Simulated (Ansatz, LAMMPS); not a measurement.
**What do other settings change for amorphous polythiophene (as short chains C30S7H20) at 400 K (114 atoms)?**

Density of this cell: 1.28 g/cm³. The cell holds 114 atoms: 60 C, 14 S and 40 H. Its edges and angles: a = 11.615 Å, b = 11.615 Å, c = 11.615 Å, α = 90.0°, β = 90.0°, γ = 90.0°. 2 polythiophene chains of 7 units with methyl end groups placed at random, at 1.28 g/cm³; overlaps pushed apart, then 20 ps at 800 K with MMFF94 bonds, angles, torsions, charges and radii (Halgren, J. Comput. Chem. 17, 490 (1996)) in harmonic and 12-6 forms. Snapshot after 30 ps at 400 K and fixed volume.

Geometry: as built.

Reference run: Kohn-Sham DFT, PBE+D3(BJ), PAW (set soft_2), plane waves (Ansatz 0.2.0), cutoff 750 eV, Γ point, fermi-dirac smearing of 0.05 eV.

```
r.m.s. force component                           : 1.103 eV/Å
gap (highest filled to lowest empty level) : 1.727 eV
SCF cycles                                       : 10
time                                             : 7.4 s on 8 threads of Intel Xeon Platinum 8488C (Sapphire Rapids), shared host
```

**Question.** The same geometry is run again with each of these changes. How far do the results move, and how long does each run take?
- support functions medium
- support functions low
- support functions high
- support functions medium, radius 3.56 Å
- support functions medium, radius 3.85 Å
- support functions medium, radius 4.11 Å
- support functions medium, radius 4.4 Å
- support functions medium, radius 4.95 Å
- support functions medium, radius 5.5 Å

Each row is set against the run with plane waves at 750 eV (Kohn-Sham DFT, PBE+D3(BJ), PAW (set soft_2), plane waves; r.m.s. force component 1.10 eV/Å). Energies are set beside the reference only for runs with its functional, potentials and electron count. Times are for 8 threads of Intel Xeon Platinum 8488C (Sapphire Rapids), shared host.

| run | Δ force, r.m.s. (meV/Å) | share of r.m.s. force (%) | Δ energy (meV/atom) | Δ gap (eV) | cycles | time | host memory (GiB) |
| --- | --- | --- | --- | --- | --- | --- | --- |
| reference | - | - | - | - | 10 | 7.4 s | 3.6 |
| support functions medium | 0.523 | 0.0474 | -0.202 | 0 | 13 | 25 s | 2.8 |
| support functions low | 0.556 | 0.0505 | -0.202 | 6.0e-4 | 11 | 23 s | 2.8 |
| support functions high | 0.331 | 0.03 | -0.183 | -1.0e-4 | 16 | 84 s | 5.8 |
| support functions medium, radius 3.56 Å | 0.551 | 0.05 | -0.202 | 0 | 13 | 24 s | 2.7 |
| support functions medium, radius 3.85 Å | 0.507 | 0.046 | -0.202 | 0 | 13 | 26 s | 3.0 |
| support functions medium, radius 4.11 Å | 0.498 | 0.0452 | -0.202 | 0 | 13 | 30 s | 3.2 |
| support functions medium, radius 4.4 Å | 0.483 | 0.0438 | -0.202 | 0 | 13 | 36 s | 3.6 |
| support functions medium, radius 4.95 Å | 0.475 | 0.0431 | -0.202 | 1.0e-4 | 13 | 52 s | 4.6 |
| support functions medium, radius 5.5 Å | 0.475 | 0.0431 | -0.202 | 1.0e-4 | 13 | 83 s | 5.6 |

Among numerical settings the force difference runs from 0.33 meV/Å (support functions high) to 0.56 meV/Å (support functions low). At 114 atoms the fastest of the runs at a preset level, support functions low, takes 3.1 times the time of plane waves, in 11 SCF cycles against 10. Differences between support functions and plane waves include what basis error the plane-wave run still has. As the radius goes from 3.56 to 5.5 Å, the force difference goes from 0.55 to 0.47 meV/Å, and the time from 24 s to 83 s. 

[Logs are printed without paths, hosts, clocks, repeated set-up lines and the standing remarks that a program may print on its own settings, such as how far it seeks lower states.]

[Hosts, paths, dates, database ids (printed as entryN), source tags and the programs' standing remarks are cut or masked in the printed files.]

[The MMFF94 radii named for the starting cell were scaled by 0.96; in molecules described by MMFF94, hydrogen bound to N, O or S took a small fixed 12-6 site in their place.]
